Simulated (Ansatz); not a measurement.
# AlCdBS4 (built on the sites of a database entry of Al2CdS4): from the cell to its phonons

Wanted: phonon frequencies of AlCdBS4 (built on the sites of a database entry of Al2CdS4) and what follows from them.

Program: Ansatz 0.2.0. Level of theory: DFT PBEsol, scalar-relativistic, plane waves, PAW. Results are calculated unless marked as measured.

The structure was built from a prototype and need not be the compound's stable phase.

### Step 1. Set-up

The structure is tetragonal, space group I-4 (No. 82). The conventional cell has a = 5.401 Å, b = 5.401 Å, c = 10.017 Å, α = 90.00°, β = 90.00°, γ = 90.00°. Nearest to B lie 4 S at 2.29 Å. Nearest to Al lie 4 S at 2.28 Å. Cd has 4 S at 2.34 Å nearest. Nearest to S lie 1 Al at 2.28 Å and 1 B at 2.29 Å and 1 Cd at 2.34 Å. Farther neighbours and most contacts between anions are not listed.

As a file:

```cif
data_structure
_symmetry_space_group_name_H-M 'I-4'
_symmetry_Int_Tables_number 82
_cell_length_a 5.4008
_cell_length_b 5.4008
_cell_length_c 10.0173
_cell_angle_alpha 90.000
_cell_angle_beta 90.000
_cell_angle_gamma 90.000
_cell_volume 292.19
loop_
_atom_site_label
_atom_site_type_symbol
_atom_site_symmetry_multiplicity
_atom_site_Wyckoff_symbol
_atom_site_fract_x
_atom_site_fract_y
_atom_site_fract_z
_atom_site_occupancy
B1 B 2 c 0.00000 0.50000 0.25000 1
Al1 Al 2 a 0.00000 0.00000 0.00000 1
Cd1 Cd 2 b 0.50000 0.50000 0.00000 1
S1 S 8 g 0.25000 0.24000 0.13000 1
```

### Step 2. Coarse relaxation

A rough relaxation comes first, because large forces or stress need no tight tolerances yet.

input.yaml reads:

```yaml
crystal:
  lattice:
    - [-2.7004, 2.7004, 5.00864]
    - [2.7004, -2.7004, 5.00864]
    - [2.7004, 2.7004, -5.00864]
  atoms:
    - { symbol: B, position: [0.75, 0.25, 0.5] }
    - { symbol: Al, position: [0.0, 0.0, 0.0] }
    - { symbol: Cd, position: [0.5, 0.5, 0.0] }
    - { symbol: S, position: [0.37, 0.38, 0.49] }
    - { symbol: S, position: [0.62, 0.11, 0.99] }
    - { symbol: S, position: [0.89, 0.88, 0.51] }
    - { symbol: S, position: [0.12, 0.63, 0.01] }
kpoints:
  mp_grid: { grid: [6, 6, 6] }
hamiltonian:
  xc: pbesol
scf:
  occupations: { method: gaussian, width: 0.1 }
output:
  forces: true
  stress: true
  eigenvalues: true
relax:
  adjacent_minimum: "off"
  f_tol: 0.05
  max_steps: 80
  cell: { stress_tol: 0.5 }
```

The run is started by

```console
$ ansatz run input.yaml --threads 8 --pin off --max-ram 14336MiB --backend cpu --events-out ev --progress --plain --runs-dir out
```

Numbers of over 12 decimals in the logs are rounded to 6 here.

Log:

```text
The last accepted step is kept in <dir> (removed where the run ends without a failure and the disk answers)
Engine: ansatz 0.2.0, x86_64-unknown-linux-gnu
Pseudopotentials: kind: paw
Pseudopotential: B, paw, valence charge 3, recommended cutoff 420 eV (normal), B.paw.azcp
Pseudopotential: Al, paw, valence charge 3, recommended cutoff 420 eV (normal), Al.paw.azcp
[...]
- [2.788817, 2.788817, -4.510243]
  atoms:
    - { symbol: B, position: [0.75, 0.25, 0.5] }
    - { symbol: Al, position: [4.526688224524502e-19, 5.903248953075439e-19, 1.0553632252223632e-18] }
    - { symbol: Cd, position: [0.5, 0.5, 7.647776824203303e-18] }
    - { symbol: S, position: [0.414776, 0.339678, 0.462728] }
    - { symbol: S, position: [0.660322, 0.123051, 1.075098] }
    - { symbol: S, position: [0.876949, 0.952047, 0.537272] }
    - { symbol: S, position: [0.047953, 0.585224, -0.075098] }
[key lines of the parts left out:]
SCF converged after 4 iterations
Free energy (F): -12405.849631 eV
Fermi energy:    6.668802 eV
P = ⅓ Tr σ = 0.0352 GPa (0.352 kbar)
```

Run time: 10 s. Hardware: 8 threads of Intel Xeon Platinum 8488C (Sapphire Rapids), shared host; peak memory 0.72 GiB.

Relaxation path:

```
step  energy less that of the first step (eV)  largest force component (eV/Å)  pressure (GPa)  volume (Å³)
   1                                   0.0000                          2.4812           -3.39       146.10
   2                                  -2.1324                          1.3371           -3.57       140.69
   3                                  -2.6532                          0.7429            2.71       135.78
   4                                  -2.8326                          0.1892           -0.69       139.98
   5                                  -2.8775                          0.0626           -0.32       140.44
   6                                  -2.8907                          0.0361            0.03       140.31
  7*                                  -2.8909                          0.0360            0.04       140.31
```

Relaxation steps marked * repeat the geometry before them on a plane-wave basis chosen anew for their cell, so energy and pressure can jump there.

Forces are held to the 4 operations that the run works with; a distortion that breaks them can't arise in this run.

```csv
"conventional cell, symmetrised",before,after,change
a (Å),5.401,5.578,+3.3 %
b (Å),5.401,5.578,+3.3 %
c (Å),10.017,9.020,-10.0 %
volume (Å³/atom),20.87,20.04,-4.0 %
```

The atoms that moved most (Å, as changes of fractional coordinates times the final cell):

```csv
atom,dx,dy,dz,length
S6,0.313,-0.161,0.143,0.380
S4,-0.313,0.161,0.143,0.380
S5,0.161,0.313,-0.143,0.380
S7,-0.161,-0.313,-0.143,0.380
```

This step gave:

- pressure: 0.03516 GPa
- gap on the k-mesh: 2.798 eV
- volume per atom: 20.04 Å³
- direct gap on mesh: 2.889 eV

In this step the volume went from 20.87 to 20.04 Å³/atom.

### Step 3. Bringing the structure to rest

The cell and atoms are relaxed, since residual forces and stress would shift the frequencies.

input.yaml reads:

```yaml
crystal:
  lattice:
    - [-2.7888167334, 2.7888167334, 4.5102426947]
    - [2.7888167334, -2.7888167334, 4.5102426947]
    - [2.7888167334, 2.7888167334, -4.5102426947]
  atoms:
    - { symbol: B, position: [0.75, 0.25, 0.5] }
    - { symbol: Al, position: [0.0, 0.0, 0.0] }
    - { symbol: Cd, position: [0.5, 0.5, 0.0] }
    - { symbol: S, position: [0.414775668, 0.3396776838, 0.4627282233] }
    - { symbol: S, position: [0.6603223162, 0.1230505395, 1.0750979842] }
    - { symbol: S, position: [0.8769494605, 0.9520474447, 0.5372717767] }
    - { symbol: S, position: [0.0479525553, 0.585224332, -0.0750979842] }
kpoints:
  mp_grid: { grid: [6, 6, 6] }
hamiltonian:
  xc: pbesol
scf:
  occupations: { method: gaussian, width: 0.02 }
output:
  forces: true
  stress: true
  eigenvalues: true
  write_density: true
  write_potential: true
  elf: true
  volumetric_format: npy
relax:
  adjacent_minimum: "off"
  f_tol: 0.005
  max_steps: 80
  cell: { stress_tol: 0.05 }
```

Log:

```text
[...]
Crystal: 7 atoms, lattice volume = 140.314 Å³
Basis set: ecut = 420 eV, 2711 PW (Γ), exchange–correlation on 90×90×90 points (8 copies of the dense FFT grid, shifted against one another)
Bands: 32, of which v1, the nominal top of the filled ones, is band 25 counted from 1 (24 counted from 0)
Symmetry: 4 space group operations
[...]
k-points: 36 of 216 (time reversal used)
[...]
SCF iter   1: F=—  HF=-12405.856949 eV  |F-HF|=—  |Δ(HF+E_count)|=         —  Δρ=4.23e-3  dr2=3.12e-2  ethr=1.77e-3  ⟨swp⟩=7.2  Hψ=5472  notcnv=0  defer=1
[...]
SCF iter   7: F=-12405.849631 eV  HF=-12405.849631 eV  |F-HF|=2.62e-8  |Δ(HF+E_count)|=   3.24e-7  Δρ=4.39e-6  dr2=4.18e-8  ethr=2.00e-10  ⟨swp⟩=14.3  Hψ=8343  notcnv=0
SCF 1 converged in 7 iterations: F = -12405.849631 eV  dr2 = 4.18e-8
[...]
relax step   1: F+E_penalty+E_count = -12405.84963144 eV  Δ(F+E_penalty+E_count) = +0.000e0 eV  max|allowed force component| = 3.596e-2 eV/Å  Δτ_max = 0.0000 Å  P = +0.035 GPa  Ω = 140.314 Å³  (7 SCF iters, dr2 threshold 1.00e-7 eV, accepted)
Crystal: 7 atoms, lattice volume = 140.282 Å³
[...]
SCF iter   4: F=-12405.850060 eV  HF=-12405.850060 eV  |F-HF|=1.11e-8  |Δ(HF+E_count)|=   1.82e-8  Δρ=7.31e-6  dr2=7.37e-8  ethr=1.62e-10  ⟨swp⟩=7.8  Hψ=7774  notcnv=0
SCF 2 converged in 4 iterations: F = -12405.850060 eV  dr2 = 7.37e-8
relax step   2: F+E_penalty+E_count = -12405.85006049 eV  Δ(F+E_penalty+E_count) = -4.290e-4 eV  max|allowed force component| = 5.698e-3 eV/Å  Δτ_max = 0.0036 Å  P = +0.042 GPa  Ω = 140.282 Å³  energy of the carried Pulay correction = +6.334e-6 eV  (4 SCF iters, dr2 threshold 8.08e-8 eV, accepted)
Crystal: 7 atoms, lattice volume = 140.320 Å³
[...]
SCF iter   5: F=-12405.850110 eV  HF=-12405.850110 eV  |F-HF|=1.07e-9  |Δ(HF+E_count)|=   7.21e-9  Δρ=7.70e-7  dr2=1.11e-9  ethr=2.36e-11  ⟨swp⟩=8.2  Hψ=6254  notcnv=0
SCF 3 converged in 5 iterations: F = -12405.850110 eV  dr2 = 1.11e-9
relax step   3: F+E_penalty+E_count = -12405.85011024 eV  Δ(F+E_penalty+E_count) = -4.975e-5 eV  max|allowed force component| = 1.597e-3 eV/Å  Δτ_max = 0.0004 Å  P = +0.009 GPa  Ω = 140.320 Å³  energy of the carried Pulay correction = -1.355e-6 eV  (5 SCF iters, dr2 threshold 1.18e-8 eV, accepted)
[...]
SCF iter   1: F=—  HF=-12405.850105 eV  |F-HF|=—  |Δ(HF+E_count)|=         —  Δρ=3.75e-6  dr2=3.93e-9  ethr=2.54e-7  ⟨swp⟩=3.0  Hψ=8874  notcnv=0
eigensolver tolerance schedule: the retry pair's looser diagonalisation over-reported the residual by 32324.12 of it (diagonalisation noise at an unbounded share of the residual, at the tolerance the schedule requests for it); recorded, not acted on — ethr = c·dr2/N_el stays at c = 1.0e-1
SCF iter   2: F=—  HF=-12405.850107 eV  |F-HF|=—  |Δ(HF+E_count)|=   1.68e-6  Δρ=1.97e-6  dr2=1.25e-9  ethr=7.85e-12  ⟨swp⟩=4.0  Hψ=2905  notcnv=0
[...]
SCF iter   4: F=-12405.850107 eV  HF=-12405.850107 eV  |F-HF|=2.36e-11  |Δ(HF+E_count)|=  1.53e-10  Δρ=1.65e-7  dr2=4.52e-11  ethr=1.00e-12  ⟨swp⟩=6.6  Hψ=5435  notcnv=0
SCF 4 converged in 4 iterations: F = -12405.850107 eV  dr2 = 4.52e-11
relax step   4: F+E_penalty+E_count = -12405.85010667 eV  Δ(F+E_penalty+E_count) = +3.563e-6 eV  max|allowed force component| = 1.598e-3 eV/Å  Δτ_max = 0.0000 Å  P = +0.009 GPa  Ω = 140.320 Å³  stress off target by 1.94e-2 GPa  SCF on the basis re-selected at this cell (its energy is not comparable with the rows above)  (4 SCF iters)
basis re-selected at this cell: Δ(F+E_penalty+E_count) = +3.563e-6 eV, ΔP = +0.000 GPa vs the last step (what re-selecting the basis moved, of the pressure what is left beyond the Pulay correction that the steps carried, after the strain that the cell walked since its last selection, with what the two solves' SCF thresholds leave and, on support functions, any second-order correction that the steps lacked; it is no m [...]
SCF converged after 4 iterations
Free energy (F): -12405.850107 eV
[...]
Internal energy: -12405.850107 eV  (E = F + TS)
E sigma→0 (E₀):  -12405.850107 eV
Fermi energy:    6.666483 eV
[...]
--- Forces (eV/Å), atoms counted from 1 ---
  atom   1  B      0.00000000    -0.00000000     0.00000000
  atom   2  Al     0.00000000    -0.00000000     0.00000000
  atom   3  Cd    -0.00000000     0.00000000     0.00000000
  atom   4  S     -0.00142984    -0.00158638     0.00159807
  atom   5  S     -0.00158638     0.00142984    -0.00159807
  atom   6  S      0.00142984     0.00158638     0.00159807
  atom   7  S      0.00158638    -0.00142984    -0.00159807
  max |Σ_I F_I| component: 6.94e-17 eV/Å
--- Stress (GPa, compression-positive) ---
        0.019390      -0.000017      -0.000000
        0.000017       0.019390      -0.000000
       -0.000000      -0.000000      -0.012435
  P = ⅓ Tr σ = 0.0088 GPa (0.088 kbar)
--- Band table (eV; the first three rows and the last of 36) ---
  k-point 0: bands = [... 21 lower, 3.8883, 4.9540, 4.9540, 5.1912, 8.0629, 8.6264, 10.2253, 10.7651, ... 3 higher]
  k-point 1: bands = [... 21 lower, 4.1858, 4.3820, 4.8015, 4.9520, 8.6578, 9.1574, 10.4313, 10.6341, ... 3 higher]
  k-point 2: bands = [... 21 lower, 4.2801, 4.3201, 4.6614, 4.9466, 9.0809, 9.5543, 10.1031, 10.3614, ... 3 higher]
  k-point 35: bands = [... 21 lower, 3.7576, 4.1430, 4.8828, 4.8828, 8.8860, 9.2768, 9.2768, 9.3946, ... 3 higher]
--- Relaxed structure (3 steps of the walk, 3 accepted, 1 SCFs on fresh bases) ---
[...]
cell:  # Å, volume = 140.3203 Å³
    - [-2.792551, 2.792551, 4.498404]
    - [2.792551, -2.792551, 4.498404]
    - [2.792551, 2.792551, -4.498404]
  atoms:
    - { symbol: B, position: [0.75, 0.250000, 0.5] }
    - { symbol: Al, position: [0, 0, 0] }
    - { symbol: Cd, position: [0.5, 0.5, 0] }
    - { symbol: S, position: [0.414881, 0.339655, 0.463443] }
    - { symbol: S, position: [0.660345, 0.123788, 1.075225] }
    - { symbol: S, position: [0.876212, 0.951437, 0.536557] }
    - { symbol: S, position: [0.048563, 0.585119, -0.075225] }
```

The job ended after 5.6 s (8 threads; peak memory 0.72 GiB; 40 s of CPU time).

The steps of the relaxation:

```csv
step,energy less that of the first step (eV),largest force component (eV/Å),pressure (GPa),volume (Å³)
1,0.0000,0.0360,0.04,140.31
2,-0.0004,0.0057,0.04,140.28
3,-0.0005,0.0016,0.01,140.32
4*,-0.0005,0.0016,0.01,140.32
```

Relaxation steps marked * repeat the geometry before them on a plane-wave basis chosen anew for their cell, so energy and pressure can jump there.

The run keeps the 4 symmetry operations that it works with, so distortions that break them were not tested.

```
conventional cell, symmetrised  before  after  change
                         a (Å)   5.578  5.585  +0.1 %
                         b (Å)   5.578  5.585  +0.1 %
                         c (Å)   9.020  8.997  -0.3 %
              volume (Å³/atom)   20.04  20.05  +0.0 %
```

This step gave:

```yaml
pressure: 0.008782 GPa
gap_on_the_k_mesh: 2.793 eV
volume_per_atom: 20.05 Å³
direct_gap_on_mesh: 2.872 eV
```

Valence density in the ab plane of the cell as run, not the conventional one, at fractional z = 0.500, with atoms of B and S within 0.2 Å of it. It is the smooth field of the valence electrons, not physical close to the nuclei.

Ten even steps from '0' (0.0 e/Å³) to '9' (1.2 e/Å³), each cell a mean:
```
41000000000268469
51000000000259679
31000000000137887
10000000000013443
00000000000001111
00000000000000000
00000000000000000
00000123210000000
00001468631000000
00002698963211100
00002773696433210
00002686897644420
00001368876633421
00000123333455421
00000001111246631
10000000000248863
20000000000259997
```
Columns run along a (6.0 Å), rows up along b (6.0 Å). Atoms in or near the plane, at fractional coordinates: B at (0.75, 0.25), S at (0.41, 0.34), S at (0.88, 0.95).

ELF in the ab plane of the cell as run, not the conventional one, at fractional z = 0.500, with atoms of B and S within 0.2 Å of it. It is the smooth field of the valence electrons, not physical close to the nuclei.

Ten even steps from '_' (0.01) to '@' (0.93), each cell a mean:
```
@@%%==______________--##%%++..--@@
@@%%==______________--##%%##--==@@
@@%%--______________::**%%%%####@@
##++::______________..--**####%%%%
==::__________________..::========
__________........__________......
________::++**##++::______________
______..++%%@@@@@@**::____________
______::**@@@@@@@@%%==..__..______
______::**%%##**##%%**--::--::..__
______::**%%++__--%%%%**--====--..
______::**%%##--==@@@@##..::====..
______..++%%%%%%%%@@@@**____::--..
________--**%%%%####**++----====..
..______..--++++++----++##@@%%**==
++::______....::..__..++%%@@@@%%##
@@**::______________::**%%%%**##@@
```
Columns run along a (6.0 Å), rows up along b (6.0 Å). Atoms in or near the plane, at fractional coordinates: B at (0.75, 0.25), S at (0.41, 0.34), S at (0.88, 0.95).

Electrostatic potential energy in the ab plane of the cell as run, not the conventional one, at fractional z = 0.500, with atoms of B and S within 0.2 Å of it. With pseudopotentials it is smooth inside the atoms' cores, unlike the true potential.

Ten even steps from '_' (-33 eV) to '@' (12 eV), each cell a mean:
```
##@@@@@@@@@@@@@@@@@@@@%%++__......
##@@@@@@@@@@@@@@@@@@@@@@**....__..
%%@@@@@@@@@@@@@@@@@@@@@@%%==....==
@@@@@@@@@@@@@@@@@@@@@@@@@@%%##**##
@@@@@@@@@@@@@@@@@@@@@@@@@@@@@@@@@@
@@@@@@@@@@@@@@@@@@@@@@@@@@@@@@@@@@
@@@@@@@@@@@@@@@@@@@@@@@@@@@@@@@@@@
@@@@@@@@@@@@%%%%@@@@@@@@@@@@@@@@@@
@@@@@@@@@@##++==++%%@@@@@@@@@@@@@@
@@@@@@@@%%==______++%%%%%%%%@@@@@@
@@@@@@@@%%--__::__::****++++##@@@@
@@@@@@@@%%++..____::**--____==%%@@
@@@@@@@@@@%%++::::++**::____..##@@
@@@@@@@@@@@@%%%%##%%%%++____--##@@
@@@@@@@@@@@@@@@@@@@@@@%%**++**%%@@
@@@@@@@@@@@@@@@@@@@@@@@@##++==**%%
%%@@@@@@@@@@@@@@@@@@@@@@**..__..==
```
Columns run along a (6.0 Å; values clipped at the 3rd and 97th percentile), rows up along b (6.0 Å). Atoms in or near the plane, at fractional coordinates: B at (0.75, 0.25), S at (0.41, 0.34), S at (0.88, 0.95).

In this step the volume went from 20.04 to 20.05 Å³/atom.

### Step 4. Relaxing to small forces for the phonons

Phonons need a cell at rest on their own settings, so the relaxation is repeated with tight tolerances on forces and stress, using the mesh and the filling of the phonon run that follows.

input.yaml reads:

```yaml
crystal:
  lattice:
    - [-2.7925505263, 2.7925505263, 4.498404163]
    - [2.7925505263, -2.7925505263, 4.498404163]
    - [2.7925505263, 2.7925505263, -4.498404163]
  atoms:
    - { symbol: B, position: [0.75, 0.25, 0.5] }
    - { symbol: Al, position: [0.0, 0.0, 0.0] }
    - { symbol: Cd, position: [0.5, 0.5, 0.0] }
    - { symbol: S, position: [0.4148805173, 0.3396554447, 0.4634433403] }
    - { symbol: S, position: [0.6603445553, 0.1237878956, 1.0752250725] }
    - { symbol: S, position: [0.8762121044, 0.951437177, 0.5365566597] }
    - { symbol: S, position: [0.048562823, 0.5851194827, -0.0752250725] }
kpoints:
  mp_grid: { grid: [8, 8, 8] }
hamiltonian:
  xc: pbesol
scf:
  occupations: { method: fixed }
output:
  forces: true
  stress: true
  eigenvalues: true
  write_density: true
  write_potential: true
  elf: true
  volumetric_format: npy
relax:
  adjacent_minimum: "off"
  f_tol: 0.001
  max_steps: 60
  cell: { stress_tol: 0.01 }
```

Log:

```text
[...]
Crystal: 7 atoms, lattice volume = 140.320 Å³
Basis set: ecut = 420 eV, 2711 PW (Γ), exchange–correlation on 90×90×90 points (8 copies of the dense FFT grid, shifted against one another)
Bands: 32, of which v1, the nominal top of the filled ones, is band 25 counted from 1 (24 counted from 0)
Symmetry: 4 space group operations
[...]
k-points: 78 of 512 (time reversal used)
[...]
- [2.793938, -2.793938, 4.494268]
    - [2.793938, 2.793938, -4.494268]
  atoms:
    - { symbol: B, position: [0.75, 0.250000, 0.500000] }
    - { symbol: Al, position: [0, 0, 0] }
    - { symbol: Cd, position: [0.500000, 0.500000, 0] }
    - { symbol: S, position: [0.414911, 0.339595, 0.463392] }
    - { symbol: S, position: [0.660405, 0.123797, 1.075315] }
    - { symbol: S, position: [0.876203, 0.951518, 0.536608] }
    - { symbol: S, position: [0.048482, 0.585089, -0.075315] }
[key lines of the parts left out:]
SCF converged after 4 iterations
Free energy (F): -12405.850151 eV
Fermi energy:    5.268428 eV
P = ⅓ Tr σ = 0.0002 GPa (0.002 kbar)
```

It took 15 s on 8 threads; peak memory 0.83 GiB; 1.9 min of CPU time.

Little changed from the start: no atom moved by 0.005 Å and no cell edge by 0.1 %.

This step gave:

- pressure: 1.87e-4 GPa
- gap on the k-mesh: 2.789 eV
- direct gap on mesh: 2.866 eV

Valence density in the ab plane of the cell as run, not the conventional one, at fractional z = 0.500, with atoms of B and S within 0.2 Å of it. It is the smooth field of the valence electrons, not physical close to the nuclei.

Ten even steps from '_' (0.0 e/Å³) to '@' (1.2 e/Å³), each cell a mean:
```
==..__________________::**%%==**@@
++..__________________::++@@**##@@
--..__________________..--##%%%%##
..______________________..--====--
__________________________........
__________________________________
__________________________________
__________..::--::..______________
________..==**%%**--..____________
________::**@@%%@@**--::......____
________::####--**@@**==----::..__
________::**%%**%%@@##**======::__
________..--**%%%%##****----==::..
__________..::--------==++++==::..
______________........::==****--..
..____________________::==%%%%**--
::..__________________::++@@@@@@##
```
Columns run along a (6.0 Å), rows up along b (6.0 Å). Atoms in or near the plane, at fractional coordinates: B at (0.75, 0.25), S at (0.41, 0.34), S at (0.88, 0.95).

Electrostatic potential energy in the ab plane of the cell as run, not the conventional one, at fractional z = 0.500, with atoms of B and S within 0.2 Å of it. With pseudopotentials it is smooth inside the atoms' cores, unlike the true potential.

Ten even steps from '0' (-33 eV) to '9' (12 eV), each cell a mean:
```
79999999999850111
79999999999961101
89999999999984114
99999999999998767
99999999999999999
99999999999999999
99999999999999999
99999988999999999
99999754589999999
99998400058888999
99998302026655799
99998510026300489
99999852256200179
99999988788500379
99999999999865689
99999999999975468
89999999999961014
```
Columns run along a (6.0 Å; values clipped at the 3rd and 97th percentile), rows up along b (6.0 Å). Atoms in or near the plane, at fractional coordinates: B at (0.75, 0.25), S at (0.41, 0.34), S at (0.88, 0.95).

ELF in the ab plane of the cell as run, not the conventional one, at fractional z = 0.500, with atoms of B and S within 0.2 Å of it. It is the smooth field of the valence electrons, not physical close to the nuclei.

Ten even steps from '0' (0.01) to '9' (0.93), each cell a mean:
```
98400000003785139
98400000003787349
98300000002688779
75200000001367788
42000000000124444
00000111100000111
00002567520000000
00015899962000000
00026999984101000
00026876786323210
00026850388634431
00026873499712441
00015888899600231
00003688776533441
10001355533579864
52000112101589987
96200000002688679
```
Columns run along a (6.0 Å), rows up along b (6.0 Å). Atoms in or near the plane, at fractional coordinates: B at (0.75, 0.25), S at (0.41, 0.34), S at (0.88, 0.95).

The largest force component left is 0.28 meV/Å and the pressure is 0.000 GPa, within the tolerances set. The cell now holds 20.05 Å³/atom.

[end of part 1 of 2]

[Logs are printed without paths, hosts, clocks, repeated set-up lines and the standing remarks that a program may print on its own settings, such as how far it seeks lower states.]

[Hosts, paths, dates, database ids (printed as entryN), source tags and the programs' standing remarks are cut or masked in the printed files.]
